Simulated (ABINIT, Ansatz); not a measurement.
# LiCNO (R3m): G0W0 with ABINIT, start to end

How does a plane-wave GW calculation on LiCNO (R3m) run from the first input to the gap?

Program: ABINIT 10.8.3. Level of theory: PBEsol and many-body steps on it, plane waves. Results are calculated unless marked as measured.

This is a report of a sequence of runs, with most program output left out.

## (1) Set-up

It takes space group R3m (No. 160, trigonal). The conventional cell has a = 3.288 Å, b = 3.288 Å, c = 14.286 Å, α = 90.00°, β = 90.00°, γ = 120.00°. Nearest to Li lie 3 N at 2.18 Å and 3 O at 2.28 Å. C has 1 N at 1.19 Å and 1 O at 1.23 Å nearest. Nearest to N lie 1 C at 1.19 Å and 3 Li at 2.18 Å. Nearest to O lie 1 C at 1.23 Å and 3 Li at 2.28 Å. Farther neighbours and most contacts between anions are not listed.

Structure file:

```cif
data_structure
_symmetry_space_group_name_H-M 'P 1'
_symmetry_Int_Tables_number 1
_cell_length_a 5.1265
_cell_length_b 5.1265
_cell_length_c 5.1265
_cell_angle_alpha 37.409
_cell_angle_beta 37.409
_cell_angle_gamma 37.409
_cell_volume 44.58
loop_
_atom_site_label
_atom_site_type_symbol
_atom_site_fract_x
_atom_site_fract_y
_atom_site_fract_z
_atom_site_occupancy
Li1 Li 0.00526 0.00526 0.00526 1
C2 C 0.49746 0.49746 0.49746 1
N3 N 0.41396 0.41396 0.41396 1
O4 O 0.58333 0.58333 0.58333 1
```

The cell and positions are those that the Materials Project relaxed with its own functionals (PBE, PBE+U or r2SCAN), kept fixed.

## (2) Ground state

This step: ABINIT 10.8.3; DFT, PBEsol, plane waves, norm-conserving pseudopotentials.

The ground-state density comes first.

The input, run.abi:

```
acell 3*1.0 Angstrom
rprim 
  1.643988180588 0.949157018607 4.762053928800
  -1.643988180588 0.949157018607 4.762053928800
  0.000000000000 -1.898314037214 4.762053928800
ntypat 4
znucl 3 6 7 8
natom 4
typat 1 2 3 4
xred 
  0.005259000000 0.005259000000 0.005259000000
  0.497462000000 0.497462000000 0.497462000000
  0.413960000000 0.413960000000 0.413960000000
  0.583333333333 0.583333333333 0.583333333333
pp_dirpath "pseudos"
pseudos "Li.upf, C.upf, N.upf, O.upf"
ecut 37
ngkpt 8 8 8
nshiftk 1
shiftk 0 0 0
kptopt 1
chksymbreak 0
nband 15
occopt 1
tolvrs 1e-10
nstep 60
prtwf 0
optforces 0
optstress 0
indata_prefix "in"
outdata_prefix "out"
tmpdata_prefix "tmp"
```

The run is started by

```bash
$ OMP_NUM_THREADS=1 mpirun -n 4 abinit run.abi > log
```

Run time: 91 s. Hardware: 4 MPI ranks of Intel Xeon Platinum 8375C at 2.90GHz (Ice Lake), shared host; peak memory 0.47 GiB; 6.1 min of CPU time.

Numbers from this step:

```yaml
total_energy: -1089.6064 eV
gap: 4.664 eV
k_of_the_valence_top: 0.5, 0.5, 0.5
k_of_the_conduction_bottom: 0, 0, 0
least_direct_gap: 4.820 eV
```

The gap is indirect, with the least direct gap 0.16 eV higher.

## (3) Bands along the symmetry lines

The cheap functional maps the bands first; the places of the edges decide which points the dearer methods must see.

The input, run.abi:

```
acell 3*1.0 Angstrom
rprim 
  1.643988180588 0.949157018607 4.762053928800
  -1.643988180588 0.949157018607 4.762053928800
  0.000000000000 -1.898314037214 4.762053928800
ntypat 4
znucl 3 6 7 8
natom 4
typat 1 2 3 4
xred 
  0.005259000000 0.005259000000 0.005259000000
  0.497462000000 0.497462000000 0.497462000000
  0.413960000000 0.413960000000 0.413960000000
  0.583333333333 0.583333333333 0.583333333333
pp_dirpath "pseudos"
pseudos "Li.upf, C.upf, N.upf, O.upf"
ecut 37
iscf -2
irdden 1
kptopt 0
nkpt 59
kpt 
  0.00000000 0.00000000 0.00000000
  0.06250000 0.06250000 0.06250000
  0.12500000 0.12500000 0.12500000
  0.18750000 0.18750000 0.18750000
  0.25000000 0.25000000 0.25000000
  0.31250000 0.31250000 0.31250000
  0.37500000 0.37500000 0.37500000
  0.43750000 0.43750000 0.43750000
  0.50000000 0.50000000 0.50000000
  0.53835607 0.46164393 0.50000000
  0.57671214 0.42328786 0.50000000
  0.61506821 0.38493179 0.50000000
  0.65342428 0.34657572 0.50000000
  0.69178035 0.30821965 0.50000000
  0.73013642 0.26986358 0.50000000
  0.76849249 0.23150751 0.50000000
  0.80684856 0.19315144 0.50000000
  0.50000000 -0.19315144 0.19315144
  0.50000000 -0.16900751 0.16900751
  0.50000000 -0.14486358 0.14486358
  0.50000000 -0.12071965 0.12071965
  0.50000000 -0.09657572 0.09657572
  0.50000000 -0.07243179 0.07243179
  0.50000000 -0.04828786 0.04828786
  0.50000000 -0.02414393 0.02414393
  0.50000000 0.00000000 0.00000000
  0.43750000 0.00000000 0.00000000
  0.37500000 0.00000000 0.00000000
  0.31250000 0.00000000 0.00000000
  0.25000000 0.00000000 0.00000000
  0.18750000 0.00000000 0.00000000
  0.12500000 0.00000000 0.00000000
  0.06250000 0.00000000 0.00000000
  0.00000000 0.00000000 0.00000000
  0.04332196 -0.04332196 0.00000000
  0.08664393 -0.08664393 0.00000000
  0.12996589 -0.12996589 0.00000000
  0.17328786 -0.17328786 0.00000000
  0.21660982 -0.21660982 0.00000000
  0.25993179 -0.25993179 0.00000000
  0.30325375 -0.30325375 0.00000000
  0.34657572 -0.34657572 0.00000000
  0.65342428 0.00000000 0.34657572
  0.63424624 0.00000000 0.36575375
  0.61506821 0.00000000 0.38493179
  0.59589017 0.00000000 0.40410982
  0.57671214 0.00000000 0.42328786
  0.55753411 0.00000000 0.44246589
  0.53835607 0.00000000 0.46164393
  0.51917803 0.00000000 0.48082196
  0.50000000 0.00000000 0.50000000
  0.43750000 0.00000000 0.43750000
  0.37500000 0.00000000 0.37500000
  0.31250000 0.00000000 0.31250000
  0.25000000 0.00000000 0.25000000
  0.18750000 0.00000000 0.18750000
  0.12500000 0.00000000 0.12500000
  0.06250000 0.00000000 0.06250000
  0.00000000 0.00000000 0.00000000
istwfk *1
nband 16
nbdbuf 2
tolwfr 1e-08
nstep 40
prtwf 0
prtvol 0
indata_prefix "in"
outdata_prefix "out"
tmpdata_prefix "tmp"
```

It took 27 s on 4 MPI ranks; peak memory 0.37 GiB.

This step gave:

```
gap                        : 4.664 eV
k of the valence top       : 0.5, 0.5, 0.5
k of the conduction bottom : 0, 0, 0
least direct gap           : 4.820 eV
```

The gap is 4.664 eV, as in the run before at this level.

The electronic bands at the labelled points (eV, zero at the top of the highest filled band):

```
     point  band 6  band 7  band 8  band 9  band 10  band 11  band 12  band 13
         Γ   -3.87   -3.29   -0.16   -0.16     4.66     7.87     7.87     9.31
   halfway   -3.90   -3.64   -0.08   -0.08     4.84     7.78     7.78     9.50
         T   -3.93   -3.93    0.00    0.00     5.00     7.68     7.68     9.95
   halfway   -4.24   -3.83   -0.83   -0.28     6.17     7.21     7.55    10.90
        H2   -5.04   -3.48   -1.40   -1.05     6.08     6.40    10.62    10.96
jump to H0   -5.04   -3.48   -1.40   -1.05     6.08     6.40    10.62    10.96
   halfway   -4.62   -3.31   -1.50   -1.05     5.78     7.15     8.79    11.31
         L   -4.18   -3.28   -1.66   -0.73     5.63     7.76     7.79    11.40
   halfway   -4.03   -3.25   -1.03   -0.45     6.18     6.89     7.81    10.82
         Γ   -3.87   -3.29   -0.16   -0.16     4.66     7.87     7.87     9.31
   halfway   -4.24   -3.21   -1.28   -0.57     6.54     7.05     7.49    11.26
        S0   -5.09   -3.43   -1.45   -1.07     6.03     6.48    10.41    10.94
jump to S2   -5.09   -3.43   -1.45   -1.07     6.03     6.48    10.41    10.94
   halfway   -4.61   -3.53   -1.72   -0.50     6.05     6.52     9.53    11.09
         F   -4.35   -3.58   -1.82   -0.22     5.95     6.77     8.74    11.13
   halfway   -4.11   -3.38   -1.17   -0.20     6.48     7.05     7.31    10.65
         Γ   -3.87   -3.29   -0.16   -0.16     4.66     7.87     7.87     9.31
```

## (4) Empty states on the mesh, 4×4×4 mesh, 150 bands

The sums over transitions need many empty states on a uniform mesh; this step solves for them.

The input, run.abi:

```
acell 3*1.0 Angstrom
rprim 
  1.643988180588 0.949157018607 4.762053928800
  -1.643988180588 0.949157018607 4.762053928800
  0.000000000000 -1.898314037214 4.762053928800
ntypat 4
znucl 3 6 7 8
natom 4
typat 1 2 3 4
xred 
  0.005259000000 0.005259000000 0.005259000000
  0.497462000000 0.497462000000 0.497462000000
  0.413960000000 0.413960000000 0.413960000000
  0.583333333333 0.583333333333 0.583333333333
pp_dirpath "pseudos"
pseudos "Li.upf, C.upf, N.upf, O.upf"
ecut 37
ngkpt 4 4 4
nshiftk 1
shiftk 0 0 0
kptopt 1
chksymbreak 0
irdden 1
istwfk *1
nband 150
prtvol 0
optdriver 6
gwr_task "HDIAGO"
paral_kgb 0
occopt 1
indata_prefix "in"
outdata_prefix "out"
tmpdata_prefix "tmp"
```

Wall time 1.7 min (4 MPI ranks); peak memory 2.6 GiB; 6.8 min of CPU time.

Numbers from this step:

```yaml
gap: 4.664 eV
k_of_the_valence_top: 0.5, 0.5, 0.5
k_of_the_conduction_bottom: 0, 0, 0
least_direct_gap: 4.820 eV
k_points_computed: 13
lowest_point_of_the_top_converged_band_above_the_valence_top: 112.4387 eV
```

On this mesh the gap is 4.664 eV.

## (5) Screening, 4×4×4 mesh, 142 bands, screening to 217.7 eV

The RPA dielectric matrix is built and inverted for each q.

This step: RPA screening on PBEsol, plane waves, norm-conserving pseudopotentials.

run.abi, as its differences from that of step 4:

```diff
@@ -22,10 +22,11 @@
 chksymbreak 0
-irdden 1
 istwfk *1
-nband 150
-prtvol 0
-optdriver 6
-gwr_task "HDIAGO"
-paral_kgb 0
 occopt 1
+irdwfk 1
+optdriver 3
+nband 142
+ecuteps 8
+inclvkb 2
+awtr 1
+symchi 1
 indata_prefix "in"
```

Elapsed: 3.9 min, on 4 MPI ranks; peak memory 2.6 GiB.

This step gave:

* ε∞ with local fields, on this mesh, along the program's q direction: 2.391
* the same without local fields: 3.082
* plasma frequency: 23.59 eV
* plane waves in the screening matrix: 299

Local fields lower ε∞ by 22 %.

## (6) Self-energy, 4×4×4 mesh, 142 bands, screening to 217.7 eV

The self-energy is evaluated for the states that the input lists, and the levels follow from it, in one-shot runs by the linearised quasiparticle equation.

This step: G0W0 on PBEsol, plane waves, norm-conserving pseudopotentials.

run.abi, as its differences from that of step 5:

```diff
@@ -25,8 +25,17 @@
 irdwfk 1
-optdriver 3
+optdriver 4
 nband 142
+gwcalctyp 0
+ecutsigx 37
+symsigma 1
+nkptgw 2
+kptgw 
+  0.5000000000 0.5000000000 0.5000000000
+  0.0000000000 0.0000000000 0.0000000000
+bdgw 
+  8 12
+  8 12
 ecuteps 8
-inclvkb 2
-awtr 1
-symchi 1
+irdscr 1
+ppmodel 1
 indata_prefix "in"
```

Wall time 28 s (4 MPI ranks); peak memory 2.6 GiB.

This step gave:

| Quantity | Value |
| --- | --- |
| G0W0 gap on the points computed | 7.463 eV |
| starting gap on the mesh | 4.664 eV |
| k of the valence top | 0.5, 0.5, 0.5 |
| k of the conduction bottom | 0, 0, 0 |
| Z at the valence top | 0.809 |
| Z at the conduction bottom | 0.863 |
| least direct G0W0 gap on the computed points | 7.654 eV |

The gap on the mesh goes from 4.66 eV to 7.46 eV, a correction of +2.80 eV.

Limits: finite bands, cutoff and mesh. v1 is the top filled band, c1 the lowest empty one. The levels before and after the correction (eV, zero at the valence-band top of each column):

|  | conduction bottom | valence top |
| --- | --- | --- |
| Kohn-Sham | 4.66 | 0.00 |
| G0W0 | 7.46 | 0.00 |

```
                         level  energy (eV)
Kohn-Sham  (0.5 0.5 0.5) v2-v1        0.000
Kohn-Sham     (0.5 0.5 0.5) c1        4.997
Kohn-Sham  (0.5 0.5 0.5) c2-c3        7.681
Kohn-Sham              Γ v2-v1       -0.156
Kohn-Sham                 Γ c1        4.664
Kohn-Sham              Γ c2-c3        7.871
     G0W0  (0.5 0.5 0.5) v2-v1        0.000
     G0W0     (0.5 0.5 0.5) c1        7.805
     G0W0  (0.5 0.5 0.5) c2-c3       11.730
     G0W0              Γ v2-v1       -0.191
     G0W0                 Γ c1        7.463
     G0W0              Γ c2-c3       11.954
```

## (7) Where the time went

Times are wall times on 4 MPI ranks of Intel Xeon Platinum 8375C at 2.90GHz (Ice Lake), shared host, good to a factor of about two.

```
                          step     time  share  memory (GiB)
                  ground state     91 s   19 %          0.47
bands along the symmetry lines     27 s    6 %          0.37
      empty states on the mesh  1.7 min   21 %           2.6
                     screening  3.9 min   48 %           2.6
                   self-energy     28 s    6 %           2.6
```

## (8) Outcome

```
PBEsol gap           : 4.66 eV, indirect
G0W0 gap on the mesh : 7.46 eV
GW settings          : 4×4×4 mesh, 142 bands, screening to 217.7 eV, Godby-Needs plasmon pole
known limits         : not at the basis limit
```

In words: G0W0 moves the gap on the mesh from 4.66 eV to 7.46 eV (+2.80 eV), with Z of 0.81 and 0.86 at the edges. Local fields lower the RPA ε∞ on this mesh from 3.08 to 2.39. Only 2 of the mesh's irreducible points were corrected, so a valley elsewhere could overtake. The dearest step here is «screening». Bands and cutoff are finite, so the gap is not at the basis limit. The miss can reach some tenths of an eV and take either sign; the mesh is an error of its own. In the G0W0 run levels were corrected at 2 k points alone, so a gap called «on the mesh» is the least over those, and an edge elsewhere would be missed.

[Paths, hosts, dates, memory and timing lines, banners, echoed tables and standing remarks are left out of the program output.]

[Logs are printed without paths, hosts, clocks, repeated set-up lines and the standing remarks that a program may print on its own settings, such as how far it seeks lower states.]

[Runs of the session that timed out or met a known fault of the program may be left out.]

[Hosts, paths, dates, database ids (printed as entryN), source tags and the programs' standing remarks are cut or masked in the printed files.]

[G0W0 gaps are taken among the corrected bands and points alone; a level outside them can change the order at an edge.]

[Where Ansatz stands beside ABINIT at settings called matched, ABINIT's density can come from a denser mesh and the files from another edition; pairs whose starting gaps differed by over 0.03 eV were left out, so agreement reads better than it is.]
